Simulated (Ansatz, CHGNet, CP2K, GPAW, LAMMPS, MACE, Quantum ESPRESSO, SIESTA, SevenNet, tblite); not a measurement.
**Ga2O3 with crystalline order left by the classical run (95 atoms) in GPAW**

How do the settings of GPAW change the result for Ga2O3 with crystalline order left by the classical run (95 atoms)? A plane-wave run serves as the yardstick.

Calculated with GPAW 26.7.0; the method is named at each step.

### Step 1. The structure

The cell holds 95 atoms: 38 Ga and 57 O. Cell: a = 9.848 Å, b = 9.848 Å, c = 9.848 Å, α = 90.0°, β = 90.0°, γ = 90.0°. 95 atoms (38 Fe, 57 O) placed at random at 5.32 g/cm³, melted at 5000 K for 10 ps at fixed volume with the Morse and Coulomb pair potential with partial charges (Pedone, Malavasi, Menziani, Cormack and Segre, J. Phys. Chem. B 110, 11780 (2006)). Quenched from 5000 K to 300 K at 50 K/ps and fixed volume, held 5 ps, then minimised at fixed cell. Then Fe was replaced by Ga and the cell scaled by 1.003 (the potential has no terms for the new elements, so the cell is a start for a DFT relaxation).

The yardstick, on the same geometry:

```
method                                           : Kohn-Sham DFT, PBE, PAW, plane waves (Ansatz 0.2.0); cutoff 420 eV, Γ point, fermi-dirac smearing of 0.05 eV; PAW set soft_2
r.m.s. force component                           : 0.3357 eV/Å
longest force                                    : 1.186 eV/Å
pressure                                         : -2.744 GPa
gap (highest filled to lowest empty level) : 0.9257 eV
SCF cycles                                       : 8
time                                             : 27 s on 4 threads of Arm Neoverse V1, shared host
CPU time                                         : 1.7 min
```

### Step 2. PBE, LCAO dzp, h 0.18 Å

Method: Kohn-Sham DFT, PBE, PAW, atomic orbitals (dzp).

run.py

```python
import numpy as np
from ase.io import read
from gpaw import GPAW, FermiDirac
from ase.parallel import parprint as print

atoms = read("structure.xyz")
atoms.calc = GPAW(
    mode="lcao",
    basis="dzp",
    h=0.18,
    xc="PBE",
    kpts={"size": (1, 1, 1), "gamma": True},
    occupations=FermiDirac(0.05),
    maxiter=200,
    symmetry={"point_group": False},
    txt="gpaw.txt",
)
energy = atoms.get_potential_energy(force_consistent=True)
forces = atoms.get_forces()
print(f"energy {energy:.6f} eV")
print("forces (eV/A)")
for i, (a, f) in enumerate(zip(atoms, forces)):
    print(f"{i:4d} {a.symbol:2s} {f[0]:10.5f} {f[1]:10.5f} {f[2]:10.5f}")
print(f"Fermi level {atoms.calc.get_fermi_level():.4f} eV")
for k in range(len(atoms.calc.get_ibz_k_points())):
    for s in range(atoms.calc.get_number_of_spins()):
        e = atoms.calc.get_eigenvalues(kpt=k, spin=s)
        n = np.searchsorted(e, atoms.calc.get_fermi_level())
        print(f"k {k} spin {s} levels about the Fermi level:", np.round(e[max(n - 6, 0):n], 4).tolist(), "|", np.round(e[n:n + 6], 4).tolist())
```

structure.xyz

```xyz
95
Lattice="9.84786 0.00000 0.00000 0.00000 9.84786 0.00000 0.00000 0.00000 9.84786" Properties=species:S:1:pos:R:3 pbc="T T T"
Ga 6.75435 2.88168 1.19110
Ga 2.24492 2.99001 7.29667
Ga 5.73106 7.10976 7.54277
Ga 9.34739 0.60879 6.56448
Ga 4.50264 1.04742 9.19672
Ga 7.48043 5.53735 9.44528
Ga 7.07037 5.99232 5.08100
Ga 0.86316 8.52795 4.66217
Ga 4.53976 1.24782 4.47467
Ga 2.50766 6.09514 2.02472
Ga 2.54538 2.37806 1.39200
Ga 0.98291 8.41894 9.75381
Ga 2.57167 9.27727 7.09075
Ga 1.21365 1.42282 4.28894
Ga 4.39825 7.92743 0.14220
Ga 2.28835 6.32528 7.97706
Ga 6.13266 6.65902 2.11827
Ga 0.86740 1.34985 9.05058
Ga 2.56497 9.31519 2.31700
Ga 1.70752 3.92063 3.64617
Ga 7.24990 9.00961 4.46266
Ga 0.41026 4.76774 9.81645
Ga 9.31312 4.03093 6.50303
Ga 7.55085 2.44207 4.47733
Ga 4.35689 7.87208 4.76843
Ga 3.91659 5.09715 5.70930
Ga 5.11025 4.06923 3.27865
Ga 0.72451 5.96869 5.20971
Ga 8.86130 4.40318 2.62800
Ga 9.25108 7.50673 7.33232
Ga 8.89055 7.81526 2.29071
Ga 7.49885 9.23207 9.46340
Ga 7.99971 2.53661 8.51761
Ga 5.94880 0.12950 6.82378
Ga 5.88114 0.15865 1.99646
Ga 5.73195 3.49776 7.03649
Ga 9.30879 1.01433 1.91925
Ga 4.46561 4.50224 9.67030
O 4.22582 6.92354 1.82658
O 5.30790 8.98115 8.40860
O 2.79492 5.54306 9.75352
O 7.27974 7.23414 3.60707
O 6.40160 3.69620 9.00104
O 7.19041 4.41056 3.91777
O 7.78877 9.68360 2.75720
O 7.63327 7.43149 8.34606
O 9.22380 1.61968 4.92974
O 3.01847 1.14925 3.28466
O 0.37668 9.38225 8.12370
O 8.82723 4.53523 8.30844
O 0.46433 6.65932 8.92610
O 0.56517 9.70516 3.16057
O 4.85913 3.33192 5.10868
O 9.10691 8.83885 0.67182
O 8.76391 6.03979 6.07190
O 8.99060 1.54986 0.00335
[... 35 atom lines left out ...]
O 3.83426 4.16200 7.54208
O 6.44917 1.11035 0.35068
O 1.72505 7.76169 1.47639
O 0.09227 7.04496 3.73933
```

The run is started by

```
OMP_NUM_THREADS=1 mpirun -np 2 gpaw python run.py > output.txt
```

Output:

```text
energy -516.390107 eV
forces (eV/A)
   0 Ga   -0.18077    0.03843    0.45172
   1 Ga   -0.03666    0.35693   -0.71668
   2 Ga   -0.29558   -0.17347   -0.48151
   3 Ga    0.13440   -0.22982   -0.26417
   4 Ga   -0.07714   -0.09715   -0.09780
   5 Ga    0.10086    0.11577   -0.26177
   6 Ga   -0.40787   -0.48952    0.08343
   7 Ga   -0.33099    0.05737    0.55551
   8 Ga    0.13104   -0.19112   -0.21379
   9 Ga    0.28690   -0.63121   -0.40493
  10 Ga   -0.55455    0.20416    0.34405
  11 Ga    0.17491   -0.10063   -1.02606
  12 Ga   -0.12769    0.55456    0.24995
  13 Ga    0.67926    0.44089    0.01747
  14 Ga    0.26795    0.27491    0.03225
  15 Ga   -0.17555   -0.03652   -0.08617
  16 Ga    0.44460    0.02437   -0.11650
  17 Ga    0.09198    0.24762   -0.41466
  18 Ga   -0.04679    0.18368    0.59159
  19 Ga    0.53261   -0.37067    1.13763
  20 Ga   -0.17011    0.29080    0.27345
  21 Ga    0.26031   -0.41486   -0.24877
  22 Ga    0.16266    0.25063   -0.19513
  23 Ga   -0.13204    0.15303    0.44456
[...]
87 O     0.05924   -0.06712   -0.33324
  88 O    -0.47666    0.41063   -0.35519
  89 O    -0.23219    0.06182   -0.33881
  90 O     0.10128    0.32774   -0.78039
  91 O     0.23538   -0.25455    0.11072
  92 O    -0.09816   -0.24424   -0.42801
  93 O     0.19481    0.03376    1.10577
  94 O    -0.32667    0.07700   -1.31364
Fermi level 6.5456 eV
k 0 spin 0 levels about the Fermi level: [5.8068, 5.8766, 5.9937, 6.0546, 6.108, 6.1384] | [6.9235, 9.4727, 9.5865, 9.6548, 9.7747, 9.8981]
```

gpaw.txt:

```text
Input parameters:
  mode=LCAO(),
  basis={'default': 'dzp'},
  h=0.18,
  kpts=MonkhorstPack(size=(1, 1, 1), gamma=True),
  maxiter=200,
  occupations=Occupations(name='fermi-dirac', width=0.05, fixmagmom=False),
  symmetry=Symmetry(point_group=False),
  xc=XC(name='PBE')
Unit cell  # Å
| periodic |        x |        y |        z |  lengths |    angles |
|----------|----------|----------|----------|----------|-----------|
|      yes | 9.847860 | 0.000000 | 0.000000 | 9.847860 | 90.000000 |
|      yes | 0.000000 | 9.847860 | 0.000000 | 9.847860 | 90.000000 |
|      yes | 0.000000 | 0.000000 | 9.847860 | 9.847860 | 90.000000 |
Number of symmetries: 1
Symmetry operations  # r_c * U_cc + t_c -> r_c
|   | kind |            matrix            |
|---|------|------------------------------|
| 0 |  E   |  1, 0, 0,  0, 1, 0,  0, 0, 1 |
BZ-sampling:
  Number of BZ points: 1
  Number of IBZ points: 1
  Monkhorst-Pack size: [1, 1, 1]
  Monkhorst-Pack shift: [0, 0, 0]
[... lines left out ...]
        l=0, rc=2.2969 Bohr: 2s-dz split-valence wave
        l=1, rc=2.8906 Bohr: 2p-dz split-valence wave
        l=2, rc=5.3906 Bohr: d-type Gaussian polarization
      Number of RI-basis functions 0
Reference energy: -2125946.099265  # eV
eigensolver:
density mixing:
  MSR1-Mixer
occupation numbers:
  Fermi-Dirac:
    width: 0.0500  # eV
FastPoissonSolver using
    Stencil: 6*3+1=19 point O(h^6) finite-difference Laplacian
xc functional:
  name: PBE with 2 nearest neighbor stencil
interpolation: tri-quintic # 5. degree polynomial
Initialization done in: 6.797 s
convergence criteria:
- Maximum [total energy] change in last 3 cyles: 0.0005 eV / valence electron
- Maximum integral of absolute [dens]ity change: 0.0001 electrons / valence electron
- Maximum integral of absolute [eigenst]ate change: 4e-08 eV^2 / valence electron
maximum number of iterations: 200
SCF iterations
|iter     |      energy | eigst |  dens |
|---------|-------------|-------|-------|
|iter:   1| -574.656233 |      c|       |
|iter:   2| -559.647157 |      c| -0.75 |
|iter:   3| -517.102114 |      c| -0.80 |
|iter:   4| -516.553818 |      c| -1.43 |
|iter:   5| -516.462272 |      c| -1.71 |
|iter:   6| -516.390685c|      c| -2.41 |
|iter:   7| -516.389808c|      c| -2.97 |
|iter:   8| -516.389856c|      c| -3.30 |
|iter:   9| -516.389634c|      c| -3.62 |
|iter:  10| -516.389634c|      c| -4.35c|
Converged in 10 steps
SCF loop duration: 158.348 s (15.835 s/step)
Energy contributions relative to reference atoms: (reference = -2125946.099265)
Energy contributions:
  Kinetic:        1361.702999
  Coulomb:       -1183.966916
  Zero:             15.624911
  External:          0.000000
  Xc:             -709.750154
  Entropy:          -0.000948
  Spinorbit:         0.000000
  ----------------------------
  Free energy:    -516.390107
  Extrapolated:   -516.389634
dipole moment: (-18.008867, 37.847020, 69.291244)  # |e|*Ang
Fermi level: 6.546
Eigenvalues  # (at kpt = [0.000, 0.000, 0.000])
| band index |      eig [eV] | occ [0-2] |
|------------|---------------|-----------|
|          0 |       -13.263 |     2.000 |
|        ... |               |           |
|        220 |         5.722 |     2.000 |
|        221 |         5.768 |     2.000 |
[...]
|        235 |        10.150 |     0.000 |
|        ... |               |           |
|        277 |        14.102 |     0.000 |
Gap: 0.785 eV
Transition (v -> c):
  (s=0, k=0, n=227, [0.00, 0.00, 0.00]) -> (s=0, k=0, n=228, [0.00, 0.00, 0.00])
No difference between direct/indirect transitions
Force computation time: 37.965  # s
```

The job ended after 3.4 min (2 MPI ranks of Arm Neoverse V1, shared host; peak memory 2.2 GiB; 6.9 min of CPU time).

Banners, paths, timers and routine set-up lines are dropped from the logs unmarked, and long logs keep their key lines alone; longer cuts are marked.

Compared with the plane-wave run:

| Quantity | Value |
| --- | --- |
| r.m.s. force component | 0.4244 eV/Å |
| r.m.s. difference of force components | 298.9 meV/Å |
| longest difference of force vectors | 1188 meV/Å |
| force difference over r.m.s. force | 89.04 % |
| slope of forces against the reference's | 0.9026 |
| correlation of force components | 0.714 |
| gap (highest filled to lowest empty level) | 0.7851 eV |
| gap difference | -0.1406 eV |

This run lies far from the reference in forces at the same functional. Basis and potentials both differ; the latter hold 456 valence electrons against the reference's 836.

Length of the force difference by element (eV/Å):

| element | atoms | mean | most |
| --- | --- | --- | --- |
| Ga | 38 | 0.42 | 0.82 |
| O | 57 | 0.51 | 1.2 |

Levels nearest the highest filled one (eV from it): -0.33, -0.26, -0.14, -0.08, -0.03, 0.00, 0.79, 3.33, 3.45, 3.52, 3.64, 3.76.

The surroundings of Ga10, picked at random, nearest first, numbered as they follow in the input and with coordinates relative to it.

| atom | x | y | z | distance (Å) | bonds | Fx | Fy | Fz (eV/Å) |
| --- | --- | --- | --- | --- | --- | --- | --- | --- |
| Ga10 | 0.00 | 0.00 | 0.00 | 0.00 | 5 | 0.29 | -0.63 | -0.40 |
| O39 | 1.72 | 0.83 | -0.20 | 1.92 | 3 | 0.26 | 0.33 | 0.13 |
| O94 | -0.78 | 1.67 | -0.55 | 1.92 | 3 | 0.19 | 0.03 | 1.11 |
| O82 | -1.68 | -1.04 | -0.07 | 1.98 | 4 | -0.38 | 0.16 | -0.37 |
| O41 | 0.29 | -0.55 | -2.12 | 2.21 | 3 | 0.05 | -0.19 | 0.25 |
| O91 | 0.77 | -2.07 | 0.48 | 2.26 | 4 | 0.10 | 0.33 | -0.78 |
| O60 | -0.09 | -0.61 | 2.46 | 2.53 | 3 | 0.87 | 1.11 | -0.55 |
| Ga20 | -0.80 | -2.17 | 1.62 | 2.83 | 6 | 0.53 | -0.37 | 1.14 |
| O70 | 0.17 | 2.13 | 1.98 | 2.92 | 3 | -0.07 | -0.36 | -0.96 |

Atoms are counted from 1 here, from 0 in the log.

Forces lie 89 % from the reference's, at 4.0 times its CPU time (on 2 against 4 cores).

### Step 3. PBE, LCAO dzp, h 0.25 Å

Method: Kohn-Sham DFT, PBE, PAW, atomic orbitals (dzp).

run.py, as its differences from that of step 2:

```diff
@@ -3,3 +3,2 @@
 from gpaw import GPAW, FermiDirac
-from ase.parallel import parprint as print
 
@@ -9,3 +8,3 @@
     basis="dzp",
-    h=0.18,
+    h=0.25,
     xc="PBE",
```

structure.xyz is that of step 2.

The run is started by

```
OMP_NUM_THREADS=1 python run.py > output.txt
```

Output:

```text
energy -485.855234 eV
forces (eV/A)
   0 Ga   -0.18640    0.04432    0.46673
   1 Ga   -0.03484    0.35019   -0.69669
   2 Ga   -0.30985   -0.15645   -0.47432
   3 Ga    0.13150   -0.24357   -0.24722
   4 Ga   -0.08182   -0.10635   -0.09650
   5 Ga    0.09906    0.11764   -0.27026
[...]
92 O    -0.74108   -0.22228   -0.68126
  93 O     0.17228    0.19369    1.12741
  94 O    -0.80130    0.53432   -1.88190
Fermi level 6.5520 eV
k 0 spin 0 levels about the Fermi level: [5.8208, 5.8905, 6.0074, 6.0672, 6.1211, 6.1505] | [6.9238, 9.4859, 9.5991, 9.6665, 9.7884, 9.9093]
```

gpaw.txt:

```text
Input parameters:
  mode=LCAO(),
  basis={'default': 'dzp'},
  h=0.25,
  kpts=MonkhorstPack(size=(1, 1, 1), gamma=True),
  maxiter=200,
  occupations=Occupations(name='fermi-dirac', width=0.05, fixmagmom=False),
[... lines left out ...]
  Fermi-Dirac:
[... lines left out ...]
convergence criteria:
- Maximum [total energy] change in last 3 cyles: 0.0005 eV / valence electron
[... lines left out ...]
Converged in 10 steps
[... lines left out ...]
  Free energy:    -485.855234
[... lines left out ...]
Fermi level: 6.552
[... lines left out ...]
|        ... |               |           |
|        277 |        14.112 |     0.000 |
Gap: 0.773 eV
Transition (v -> c):
  (s=0, k=0, n=227, [0.00, 0.00, 0.00]) -> (s=0, k=0, n=228, [0.00, 0.00, 0.00])
No difference between direct/indirect transitions
Force computation time: 33.636  # s
timing:  # [seconds]
  Total:  174.846  # ━━━━━━━━━━━━━━━━━━━━━━━━━━━━━━━━━━━━━━━━━━━━━━━━━━━━━━━━
  Init:     9.659  # ━━━
  SCF:    131.518  # ━━━━━━━━━━━━━━━━━━━━━━━━━━━━━━━━━━━━━━━━━━
  Forces:  33.636  # ━━━━━━━━━━━
```

Run time: 2.9 min. Hardware: 1 thread; peak memory 0.91 GiB.

Against the reference:

- r.m.s. force component: 0.5434 eV/Å
- r.m.s. difference of force components: 457.3 meV/Å
- longest difference of force vectors: 1639 meV/Å
- force difference over r.m.s. force: 136.2 %
- slope of forces against the reference's: 0.8825
- correlation of force components: 0.5452
- gap (highest filled to lowest empty level): 0.7733 eV
- gap difference: -0.1524 eV
- energy less the same-level run's: 321.4 meV/atom
- r.m.s. force difference from the same-level run: 322.2 meV/Å

This is a coarse setting, run to see what it loses.

Against the first run (89 %), the force difference from the reference is 136 %, at 0.43 times the CPU time (on 1 against 2 cores): the grid matters here.

The forces add up to 6.4 eV/Å instead of zero, usually a sign of too coarse a grid.

### Step 4. revPBE, LCAO dzp, h 0.18 Å

Method: Kohn-Sham DFT, revPBE, PAW, atomic orbitals (dzp).

run.py, as its differences from that of step 3:

```diff
@@ -3,2 +3,3 @@
 from gpaw import GPAW, FermiDirac
+from ase.parallel import parprint as print
 
@@ -8,4 +9,4 @@
     basis="dzp",
-    h=0.25,
-    xc="PBE",
+    h=0.18,
+    xc="revPBE",
     kpts={"size": (1, 1, 1), "gamma": True},
```

structure.xyz is that of step 3.

The run is started by

```
OMP_NUM_THREADS=1 mpirun -np 2 gpaw python run.py > output.txt
```

Output:

```text
energy -482.910625 eV
forces (eV/A)
   0 Ga   -0.19834    0.04071    0.44398
   1 Ga   -0.04233    0.34088   -0.69585
   2 Ga   -0.30953   -0.15574   -0.47891
   3 Ga    0.12406   -0.22925   -0.25019
   4 Ga   -0.08308   -0.14512   -0.10006
   5 Ga    0.07376    0.12860   -0.27406
[...]
92 O    -0.08026   -0.23655   -0.48159
  93 O     0.16298    0.00168    1.12646
  94 O    -0.34541    0.01773   -1.35804
Fermi level 6.6801 eV
k 0 spin 0 levels about the Fermi level: [5.9217, 5.9906, 6.107, 6.1678, 6.2214, 6.2527] | [7.0786, 9.6431, 9.7529, 9.8215, 9.9401, 10.0589]
```

gpaw.txt:

```text
Input parameters:
  mode=LCAO(),
  basis={'default': 'dzp'},
  h=0.18,
  kpts=MonkhorstPack(size=(1, 1, 1), gamma=True),
  maxiter=200,
  occupations=Occupations(name='fermi-dirac', width=0.05, fixmagmom=False),
[... lines left out ...]
  Fermi-Dirac:
[... lines left out ...]
convergence criteria:
- Maximum [total energy] change in last 3 cyles: 0.0005 eV / valence electron
[... lines left out ...]
Converged in 10 steps
[... lines left out ...]
  Free energy:    -482.910625
[... lines left out ...]
Fermi level: 6.680
[... lines left out ...]
|        ... |               |           |
|        220 |         5.837 |     2.000 |
|        221 |         5.882 |     2.000 |
[...]
|        235 |        10.312 |     0.000 |
|        ... |               |           |
|        277 |        14.280 |     0.000 |
Gap: 0.826 eV
Transition (v -> c):
  (s=0, k=0, n=227, [0.00, 0.00, 0.00]) -> (s=0, k=0, n=228, [0.00, 0.00, 0.00])
No difference between direct/indirect transitions
Force computation time: 38.248  # s
```

Wall time 3.4 min (2 MPI ranks); peak memory 2.2 GiB.

Numbers from this run, and their distance from the reference:

```
r.m.s. force component                           : 0.4336 eV/Å
r.m.s. difference of force components            : 320 meV/Å
longest difference of force vectors              : 1276 meV/Å
force difference over r.m.s. force               : 95.3 %
slope of forces against the reference's          : 0.88
correlation of force components                  : 0.6813
gap (highest filled to lowest empty level) : 0.8259 eV
gap difference                                   : -0.0998 eV
```

Against the first run (89 %), the force difference from the reference is 95 %, at 0.99 times the CPU time; the model has changed, so this is no error of the program alone.

### Step 5. PBE, grid h 0.24 Å

Method: Kohn-Sham DFT, PBE, PAW, finite differences on a real-space grid.

run.py, as its differences from that of step 4:

```diff
@@ -7,6 +7,5 @@
 atoms.calc = GPAW(
-    mode="lcao",
-    basis="dzp",
-    h=0.18,
-    xc="revPBE",
+    mode="fd",
+    h=0.24,
+    xc="PBE",
     kpts={"size": (1, 1, 1), "gamma": True},
@@ -15,2 +14,3 @@
     symmetry={"point_group": False},
+    nbands=490,
     txt="gpaw.txt",
```

structure.xyz is that of step 4.

Output:

```text
energy -585.079203 eV
forces (eV/A)
   0 Ga   -0.00270    0.08791    0.57486
   1 Ga   -0.19592    0.44974   -0.76546
   2 Ga   -0.19276   -0.17950   -0.50948
   3 Ga    0.30722   -0.28473   -0.37978
   4 Ga    0.00395    0.05685   -0.07576
   5 Ga    0.27223   -0.09762   -0.14121
   6 Ga   -0.49380   -0.48427   -0.00571
   7 Ga   -0.22272    0.14040    0.45378
   8 Ga    0.31683   -0.33069   -0.43056
   9 Ga    0.17758   -0.47931   -0.74516
  10 Ga   -0.64203    0.25362    0.25821
  11 Ga    0.08046   -0.16437   -0.92711
[...]
90 O    -0.54875   -0.24275   -0.66153
  91 O     0.59520   -0.47966    0.37322
  92 O    -0.36308   -0.24330   -0.38181
  93 O     0.36031    0.34973    0.85679
  94 O    -0.72432    0.88439   -1.07566
Fermi level 6.4640 eV
k 0 spin 0 levels about the Fermi level: [5.6414, 5.7099, 5.826, 5.8819, 5.9307, 5.9708] | [6.9312, 9.3649, 9.4695, 9.5488, 9.6684, 9.799]
```

gpaw.txt:

```text
Input parameters:
  mode=FD(),
  h=0.24,
  kpts=MonkhorstPack(size=(1, 1, 1), gamma=True),
  maxiter=200,
  nbands=490,
  occupations=Occupations(name='fermi-dirac', width=0.05, fixmagmom=False),
  symmetry=Symmetry(point_group=False),
  xc=XC(name='PBE')
[... lines left out ...]
  Converge bands: occupied
[... lines left out ...]
  Fermi-Dirac:
[... lines left out ...]
convergence criteria:
- Maximum [total energy] change in last 3 cyles: 0.0005 eV / valence electron
[... lines left out ...]
Converged in 13 steps
[... lines left out ...]
  Free energy:    -585.079203
[... lines left out ...]
Fermi level: 6.464
[... lines left out ...]
|          0 |       -13.143 |     2.000 |
|        ... |               |           |
|        220 |         5.559 |     2.000 |
|        221 |         5.600 |     2.000 |
[...]
|        235 |        10.049 |     0.000 |
|        ... |               |           |
|        489 |        27.081 |     0.000 |
Gap: 0.960 eV
Transition (v -> c):
  (s=0, k=0, n=227, [0.00, 0.00, 0.00]) -> (s=0, k=0, n=228, [0.00, 0.00, 0.00])
No difference between direct/indirect transitions
Force computation time: 6.037  # s
timing:  # [seconds]
  Total:  197.709  # ━━━━━━━━━━━━━━━━━━━━━━━━━━━━━━━━━━━━━━━━━━━━━━━━━━━━━━━━
  Init:     9.226  # ━━╸
  SCF:    182.441  # ━━━━━━━━━━━━━━━━━━━━━━━━━━━━━━━━━━━━━━━━━━━━━━━━━━━╸
  Forces:   6.037  # ━╸
```

Wall time 3.3 min (2 MPI ranks); peak memory 1.6 GiB; 6.7 min of CPU time.

Compared with the plane-wave run:

| Quantity | Value |
| --- | --- |
| r.m.s. force component | 0.446 eV/Å |
| r.m.s. difference of force components | 298.3 meV/Å |
| longest difference of force vectors | 1125 meV/Å |
| force difference over r.m.s. force | 88.84 % |
| slope of forces against the reference's | 0.9879 |
| correlation of force components | 0.7437 |
| gap (highest filled to lowest empty level) | 0.9604 eV |
| gap difference | 0.0347 eV |

This is a coarse setting, run to see what it loses.

Against the first run (89 %), the force difference from the reference is 89 %, at 0.97 times the CPU time.

The forces add up to 3.2 eV/Å instead of zero, usually a sign of too coarse a grid.

[end of part 1 of 2]

[Also dropped from logs without a mark: logging warnings of Python, and SIESTA's first energy breakdown and zero terms.]

[Logs are printed without paths, hosts, clocks, repeated set-up lines and the standing remarks that a program may print on its own settings, such as how far it seeks lower states.]

[Hosts, paths, dates, database ids (printed as entryN), source tags and the programs' standing remarks are cut or masked in the printed files.]
